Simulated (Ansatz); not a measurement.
# Li on Al(100): change of the work function, part 5 of 5

How does Li on the bridge site change the work function of Al(100) as the layer fills?

Ansatz 0.2.0; plane-wave DFT, PBEsol, Ansatz PAW (the session's first sound run).

So far, work function, upper face (eV): step 2 (the clean slab, PBEsol) 4.37; step 8 (the 0.25 ML cell at another level of theory, cutoff 420 eV, functional LDA) 2.11; step 9 (the 0.25 ML cell at another level of theory, cutoff 1170 eV, functional PBE, PBE JTH) 1.97; step 10 (the 0.25 ML cell at another level of theory, cutoff 420 eV, functional revpbe) 1.88; step 11 (the 0.25 ML cell at another level of theory, cutoff 1034.03 eV, functional PBE, PBE norm-conserving) 1.97.

**12. Comparing the runs**

Times are for 4 threads of Arm Neoverse V2, shared host. The series side by side:

```
no.  functional  work function, upper face (eV)  dipole along the normal (e·Å)  time  memory (GiB)
  1         lda                           2.108                         0.4241  10 s           1.3
  2         pbe                           1.967                         0.4232  68 s           4.3
  3      revpbe                           1.879                         0.4267  11 s           1.3
  4         pbe                           1.966                         0.4233  48 s           3.8
```

**13. A changed input: efield.amplitude = 0.02**

This step: plane-wave DFT, PBEsol, Ansatz PAW (Ansatz 0.2.0).

System of this step: Li/Al(100). The cell holds 5 atoms: 4 Al and 1 Li. Cell: a = 2.864 Å, b = 2.864 Å, c = 26.349 Å, α = 90.0°, β = 90.0°, γ = 90.0°. Vacuum lies along c.

A run with a changed input: it repeats the earlier run at 1 ML with efield.amplitude to 0.02.

Input file input.yaml:

```yaml
crystal:
  lattice:
    - [2.8637824638, 0.0, 0.0]
    - [0.0, 2.8637824638, 0.0]
    - [0.0, 0.0, 26.3493997763]
  atoms:
    - { symbol: Al, position: [0.5, 0.5, 0.3415637577] }
    - { symbol: Al, position: [0.0, 0.0, 0.4184156031] }
    - { symbol: Al, position: [0.5, 0.5, 0.4975698961] }
    - { symbol: Al, position: [0.0, 0.0, 0.575416046] }
    - { symbol: Li, position: [0.5, 0.0, 0.6584362423] }
kpoints:
  mp_grid: { grid: [10, 10, 1] }
hamiltonian:
  xc: pbesol
scf:
  occupations: { method: fermi_dirac, width: 0.1 }
  convergence: { dr2_threshold: 1.0e-08 }
efield:
  axis: 3
  dipole_correction: true
  ramp_position: 0.97
  ramp_width: 0.06
  amplitude: 0.02
relax:
  f_tol: 0.02
  max_steps: 60
  constraints: [{ sites: [0, 1] }]
output:
  bader: true
  write_potential: true
  write_density: true
  volumetric_format: npy
```

Started as:

```sh
ansatz run input.yaml --threads 4 --pin off --max-ram 6144MiB --backend cpu --events-out ev --progress --plain --runs-dir out
```

Numbers of over 12 decimals in the logs are rounded to 6 here.

The program printed:

```text
[...]
Crystal: 5 atoms, lattice volume = 216.098 Å³
Basis set: ecut = 420 eV, 4237 PW (Γ), exchange–correlation on 40×40×360 points (8 copies of the dense FFT grid, shifted against one another)
Bands: 13, of which v1, the nominal top of the filled ones, is band 8 counted from 1 (7 counted from 0)
Symmetry: 4 space group operations
[...]
k-points: 36 of 100
[...]
SCF iter   1: F=—  HF=-2301.079796 eV  |F-HF|=—  |Δ(HF+E_count)|=         —  Δρ=1.65e-2  dr2=6.60e0  ethr=3.10e-3  p=0.010 e·Å  D=8.75e-3 V/Å  ΔV_dip=-0.23 eV  dr2_dipole=7.90e-3  V_vac-E_F(+/−)=6.68/6.43 eV  ⟨swp⟩=9.5  Hψ=4065  notcnv=0
[...]
SCF iter  10: F=-2300.201441 eV  HF=-2300.201441 eV  |F-HF|=3.30e-9  |Δ(HF+E_count)|=   2.63e-8  Δρ=5.00e-7  dr2=1.61e-9  ethr=6.67e-11  p=0.041 e·Å  D=3.44e-2 V/Å  ΔV_dip=-0.91 eV  dr2_dipole=7.62e-11  V_vac-E_F(+/−)=3.81/4.23 eV  ⟨swp⟩=9.5  Hψ=2866  notcnv=0
SCF 1 converged in 10 iterations: F = -2300.201441 eV  dr2 = 1.61e-9
[...]
relax step   1: F+E_penalty+E_count = -2300.20144135 eV  Δ(F+E_penalty+E_count) = +0.000e0 eV  max|allowed force component| = 3.876e-1 eV/Å  Δτ_max = 0.0000 Å  (10 SCF iters, accepted)
[...]
SCF iter   8: F=-2300.222713 eV  HF=-2300.222713 eV  |F-HF|=2.17e-9  |Δ(HF+E_count)|=   6.55e-9  Δρ=3.93e-7  dr2=1.63e-9  ethr=6.67e-11  p=0.038 e·Å  D=3.21e-2 V/Å  ΔV_dip=-0.85 eV  dr2_dipole=2.64e-11  V_vac-E_F(+/−)=3.88/4.24 eV  ⟨swp⟩=8.5  Hψ=2584  notcnv=0
SCF 2 converged in 8 iterations: F = -2300.222713 eV  dr2 = 1.63e-9
relax step   2: F+E_penalty+E_count = -2300.22271275 eV  Δ(F+E_penalty+E_count) = -2.127e-2 eV  max|allowed force component| = 1.136e-1 eV/Å  Δτ_max = 0.1412 Å  (8 SCF iters, accepted)
SCF iter   1: F=—  HF=-2300.224572 eV  |F-HF|=—  |Δ(HF+E_count)|=         —  Δρ=3.92e-4  dr2=4.78e-3  ethr=1.55e-4  p=0.038 e·Å  D=3.21e-2 V/Å  ΔV_dip=-0.85 eV  dr2_dipole=1.15e-3  V_vac-E_F(+/−)=3.88/4.24 eV  ⟨swp⟩=2.4  Hψ=1413  notcnv=0  defer=4
[...]
SCF iter   6: F=-2300.224125 eV  HF=-2300.224125 eV  |F-HF|=1.00e-10  |Δ(HF+E_count)|=   1.91e-8  Δρ=5.71e-7  dr2=2.35e-9  ethr=6.67e-11  p=0.039 e·Å  D=3.24e-2 V/Å  ΔV_dip=-0.85 eV  dr2_dipole=7.94e-11  V_vac-E_F(+/−)=3.87/4.24 eV  ⟨swp⟩=9.1  Hψ=2771  notcnv=0
SCF 3 converged in 6 iterations: F = -2300.224125 eV  dr2 = 2.35e-9
relax step   3: F+E_penalty+E_count = -2300.22412522 eV  Δ(F+E_penalty+E_count) = -1.412e-3 eV  max|allowed force component| = 3.186e-3 eV/Å  Δτ_max = 0.0195 Å  (6 SCF iters, accepted)
[...]
SCF converged after 6 iterations
Free energy (F): -2300.224125 eV
[...]
Internal energy: -2300.151636 eV  (E = F + TS)
E sigma→0 (E₀):  -2300.187881 eV
Entropy (-TS):   -0.072489 eV (-14.498 meV/atom)
Fermi energy:    0.133218 eV
Dipole field:    D = 0.032406 V/Å  (p = 0.038700 e·Å, saw-weighted, corrected)
Work function:   not extracted (applied field tilts the vacuum); planar V_es + V_field profile in the machine report
[...]
--- Forces (eV/Å), atoms counted from 1 ---
  atom   1  Al     0.00000000     0.00000000    -0.05904805
  atom   2  Al     0.00000000     0.00000000     0.06236779
  atom   3  Al     0.00000000     0.00000000    -0.00318630
  atom   4  Al     0.00000000     0.00000000    -0.00309463
  atom   5  Li     0.00000000     0.00000000     0.00297007
  max |Σ_I F_I| component: 8.88e-6 eV/Å
--- Band table (eV; the first three rows and the last of 36) ---
  k-point 0: bands = [... 4 lower, -4.5773, -2.4369, -0.6875, 1.3283, 3.3243, 3.8875, 4.7872, 4.8587, ... 1 higher]
  k-point 1: bands = [... 4 lower, -4.4067, -2.2764, -0.5330, 1.4887, 3.3814, 3.5028, 4.0567, 4.5139, ... 1 higher]
  k-point 2: bands = [... 4 lower, -3.8972, -1.7972, -0.0811, 0.6330, 1.8218, 2.0390, 3.7548, 4.0576, ... 1 higher]
  k-point 35: bands = [... 4 lower, -1.0837, -0.9605, -0.9414, 0.2924, 0.3281, 0.8529, 0.9423, 1.6208, ... 1 higher]
--- Relaxed structure (3 steps of the walk, 3 accepted, 0 SCFs on fresh bases) ---
  F+E_penalty+E_count = -2300.22412522 eV   max|allowed force component| = 3.186e-3 eV/Å
  atoms:
    - { symbol: Al, position: [0.5, 0.5, 0.3415637577] }
    - { symbol: Al, position: [0.0, 0.0, 0.4184156031] }
    - { symbol: Al, position: [0.5, 0.5, 0.498010] }
    - { symbol: Al, position: [0.0, 0.0, 0.574856] }
    - { symbol: Li, position: [0.5, 0.0, 0.663296] }
--- Bader charges: 5 sites ---
  site symbol  charge [e]  shift [e]
     0     Al      0.0086     0.0000
     1     Al     -0.0043     0.0000
     2     Al     -0.0005     0.0000
     3     Al     -0.7537     0.0005
     4     Li      0.7500     0.0005
  estimated error of the sums over rays = 2.7e-4 e
```

It took 13 s on 4 threads of Arm Neoverse V2, shared host; peak memory 0.5 GiB; 51 s of CPU time.

Step by step:

```csv
step,energy less that of the first step (eV),largest force component (eV/Å)
1,0.0000,0.3876
2,-0.0213,0.1136
3,-0.0227,0.0032
```

The run keeps the 4 symmetry operations that it works with, so distortions that break them were not tested.

The atoms that moved most (Å):

```
atom     dx     dy      dz  length
 Li5  0.000  0.000   0.128   0.128
 Al4  0.000  0.000  -0.015   0.015
 Al3  0.000  0.000   0.012   0.012
```

Final coordinates:

```
Al Li
1.0
     2.86378    0.00000    0.00000
     0.00000    2.86378    0.00000
     0.00000    0.00000   26.34940
Al Li
4 1
Direct
  0.50000 0.50000 0.34156
  0.00000 0.00000 0.41842
  0.50000 0.50000 0.49801
  0.00000 0.00000 0.57486
  0.50000 0.00000 0.66330
```

Numbers from this step:

```
energy at zero smearing : -2300.1879 eV
dipole along the normal : 0.03870 e·Å
```

```csv
quantity,this run,earlier run,difference
dipole along the normal (e·Å),0.03870,0.02754,0.011
```

The applied field differs between the two, so the dipoles differ in any case.

**14. Varying the input**

This step: plane-wave DFT, PBEsol, Ansatz PAW, but for the change named below (Ansatz 0.2.0).

System of this step: Al(100). The cell holds 4 atoms: 4 Al. Cell: a = 2.864 Å, b = 2.864 Å, c = 24.075 Å, α = 90.0°, β = 90.0°, γ = 90.0°. Vacuum lies along c.

Another changed input: it repeats the earlier run at 0 ML with hamiltonian.xc from pbesol to rpbe and hamiltonian.pseudopotentials to kind: nc, accuracy: standard.

input.yaml, the sections that differ from step 13:

```yaml
crystal:
  lattice:
    - [2.8637824638, 0.0, 0.0]
    - [0.0, 2.8637824638, 0.0]
    - [0.0, 0.0, 24.075]
  atoms:
    - { symbol: Al, position: [0.5, 0.5, 0.3738317757] }
    - { symbol: Al, position: [0.0, 0.0, 0.4579439252] }
    - { symbol: Al, position: [0.5, 0.5, 0.5420560748] }
    - { symbol: Al, position: [0.0, 0.0, 0.6261682243] }
hamiltonian:
  xc: rpbe
  pseudopotentials: { kind: nc, accuracy: standard }
efield:
  axis: 3
  dipole_correction: true
  ramp_position: 0.97
  ramp_width: 0.06
output:
  write_potential: true
  write_density: true
  volumetric_format: npy
# kpoints, scf, relax: as in step 13
```

The program printed:

```text
[...]
Crystal: 4 atoms, lattice volume = 197.445 Å³
Basis set: ecut = 544.227725 eV, 5779 PW (Γ), exchange–correlation on 48×48×384 points (8 copies of the dense FFT grid, shifted against one another)
Bands: 10, of which v1, the nominal top of the filled ones, is band 6 counted from 1 (5 counted from 0)
Symmetry: 8 space group operations
k-points: 21 of 100
[...]
SCF iter   1: F=—  HF=-251.921634 eV  |F-HF|=—  |Δ(HF+E_count)|=         —  Δρ=1.61e-2  dr2=4.39e0  ethr=3.10e-3  p=0.000 e·Å  D=1.67e-14 V/Å  ΔV_dip=-0.00 eV  dr2_dipole=6.73e-9  V_vac-E_F(+/−)=6.47/6.47 eV  ⟨swp⟩=8.3  Hψ=1913  notcnv=0
[...]
SCF iter   7: F=-251.364144 eV  HF=-251.364144 eV  |F-HF|=9.03e-10  |Δ(HF+E_count)|=   3.45e-8  Δρ=4.49e-7  dr2=1.90e-9  ethr=8.33e-11  p=-0.000 e·Å  D=-8.40e-9 V/Å  ΔV_dip=0.00 eV  dr2_dipole=1.77e-14  V_vac-E_F(+/−)=4.30/4.30 eV  ⟨swp⟩=10.3  Hψ=1532  notcnv=0
SCF 1 converged in 7 iterations: F = -251.364144 eV  dr2 = 1.90e-9
relax step   1: F+E_penalty+E_count = -251.36414420 eV  Δ(F+E_penalty+E_count) = +0.000e0 eV  max|allowed force component| = 1.731e-1 eV/Å  Δτ_max = 0.0000 Å  (7 SCF iters, accepted)
[...]
SCF iter   6: F=-251.378274 eV  HF=-251.378274 eV  |F-HF|=1.17e-10  |Δ(HF+E_count)|=   2.95e-8  Δρ=8.63e-7  dr2=4.03e-9  ethr=8.33e-11  p=0.001 e·Å  D=9.42e-4 V/Å  ΔV_dip=-0.02 eV  dr2_dipole=8.53e-13  V_vac-E_F(+/−)=4.26/4.28 eV  ⟨swp⟩=10.5  Hψ=1567  notcnv=0
SCF 2 converged in 6 iterations: F = -251.378274 eV  dr2 = 4.03e-9
relax step   2: F+E_penalty+E_count = -251.37827430 eV  Δ(F+E_penalty+E_count) = -1.413e-2 eV  max|allowed force component| = 6.334e-2 eV/Å  Δτ_max = 0.1950 Å  (6 SCF iters, accepted)
SCF iter   1: F=—  HF=-251.381969 eV  |F-HF|=—  |Δ(HF+E_count)|=         —  Δρ=8.43e-4  dr2=1.10e-2  ethr=1.05e-3  p=0.001 e·Å  D=9.42e-4 V/Å  ΔV_dip=-0.02 eV  dr2_dipole=2.29e-3  V_vac-E_F(+/−)=4.26/4.28 eV  ⟨swp⟩=3.7  Hψ=911  notcnv=0
[...]
SCF iter   6: F=-251.380959 eV  HF=-251.380959 eV  |F-HF|=1.18e-9  |Δ(HF+E_count)|=   9.29e-9  Δρ=5.39e-7  dr2=2.46e-9  ethr=8.33e-11  p=0.001 e·Å  D=6.52e-4 V/Å  ΔV_dip=-0.02 eV  dr2_dipole=5.47e-11  V_vac-E_F(+/−)=4.27/4.28 eV  ⟨swp⟩=9.9  Hψ=1468  notcnv=0
SCF 3 converged in 6 iterations: F = -251.380959 eV  dr2 = 2.46e-9
relax step   3: F+E_penalty+E_count = -251.38095942 eV  Δ(F+E_penalty+E_count) = -2.685e-3 eV  max|allowed force component| = 1.494e-2 eV/Å  Δτ_max = 0.0648 Å  (6 SCF iters, accepted)
[...]
SCF converged after 6 iterations
Free energy (F): -251.380959 eV
[...]
Internal energy: -251.311569 eV  (E = F + TS)
E sigma→0 (E₀):  -251.346264 eV
Entropy (-TS):   -0.069391 eV (-17.348 meV/atom)
Fermi energy:    -0.134687 eV
Dipole field:    D = 0.000642 V/Å  (p = 0.000700 e·Å, saw-weighted, corrected)
Work function:   Φ+ = 4.2691 eV   Φ− = 4.2845 eV
[...]
--- Forces (eV/Å), atoms counted from 1 ---
  atom   1  Al     0.00000000     0.00000000    -0.15994572
  atom   2  Al    -0.00000000     0.00000000     0.13789578
  atom   3  Al     0.00000000     0.00000000     0.01494429
  atom   4  Al     0.00000000     0.00000000     0.00709430
  max |Σ_I F_I| component: 1.13e-5 eV/Å
--- Band table (eV; the first three rows and the last of 21) ---
[...]
--- Relaxed structure (3 steps of the walk, 3 accepted, 0 SCFs on fresh bases) ---
  F+E_penalty+E_count = -251.38095942 eV   max|allowed force component| = 1.494e-2 eV/Å
  atoms:
    - { symbol: Al, position: [0.5, 0.5, 0.373832] }
    - { symbol: Al, position: [0.0, 0.0, 0.457944] }
    - { symbol: Al, position: [0.5, 0.5, 0.545334] }
    - { symbol: Al, position: [0, 0.0, 0.631578] }
```

The job ended after 3.6 s (4 threads; peak memory 0.49 GiB).

Step by step:

```csv
step,energy less that of the first step (eV),largest force component (eV/Å)
1,0.0000,0.1731
2,-0.0141,0.0633
3,-0.0168,0.0149
```

The run keeps the 8 symmetry operations that it works with, so distortions that break them were not tested.

The atoms that moved most (Å):

```csv
atom,dx,dy,dz,length
Al4,0.000,0.000,0.130,0.130
Al3,0.000,0.000,0.079,0.079
```

The relaxed structure:

```xyz
4
Lattice="2.8638 0.0000 0.0000 0.0000 2.8638 0.0000 0.0000 0.0000 24.0750" Properties=species:S:1:pos:R:3
Al    1.4319    1.4319    9.0000
Al    0.0000    0.0000   11.0250
Al    1.4319    1.4319   13.1289
Al    0.0000    0.0000   15.2052
```

Numbers from this step:

```
energy at zero smearing   : -251.3463 eV
work function, upper face : 4.269 eV
dipole along the normal   : 7.00e-4 e·Å
```

```
                      quantity  this run  earlier run  difference
work function, upper face (eV)     4.269        4.374       -0.11
 dipole along the normal (e·Å)   7.00e-4      3.62e-4      3.4e-4
```

What moves beyond 0.01 in its unit (for the dipole 0.5 % and 5e-5 e·Å): work function, upper face (-0.105 eV) and dipole along the normal (+0.000338 e·Å).

**15. Results**

| Item | Value |
| --- | --- |
| work function of the clean face | 4.37 eV |
| work function at 0.11 ML | 3.06 eV |
| work function at 0.25 ML | 1.99 eV |
| work function at 0.5 ML | 2.71 eV |
| work function at 1 ML | 3.76 eV |
| dipole per adsorbate at 0.11 ML, positive end outwards | 2.53 D |

Li lowers the work function of Al(100) at the lowest coverage, by 1.31 eV: the adsorbate layer has its positive end outwards. The dipole per adsorbate falls from 2.53 to 0.13 D as the layer fills. Neighbouring dipoles depolarise each other, and heights and bonding change with coverage too. The work function passes a minimum near 0.25 ML among the coverages run and rises again. The slab has 4 layers, at the tabulated experimental lattice constant, one starting site was run, and quantum-size effects of a slab this thin can reach one or two tenths of an eV.

[Logs are printed without paths, hosts, clocks, repeated set-up lines and the standing remarks that a program may print on its own settings, such as how far it seeks lower states.]

[Hosts, paths, dates, database ids (printed as entryN), source tags and the programs' standing remarks are cut or masked in the printed files.]

[Maps of the electrostatic potential energy from Ansatz leave out the sawtooth potential of an applied field or a dipole correction, so their vacuum need not be flat; planar profiles and work functions include it.]
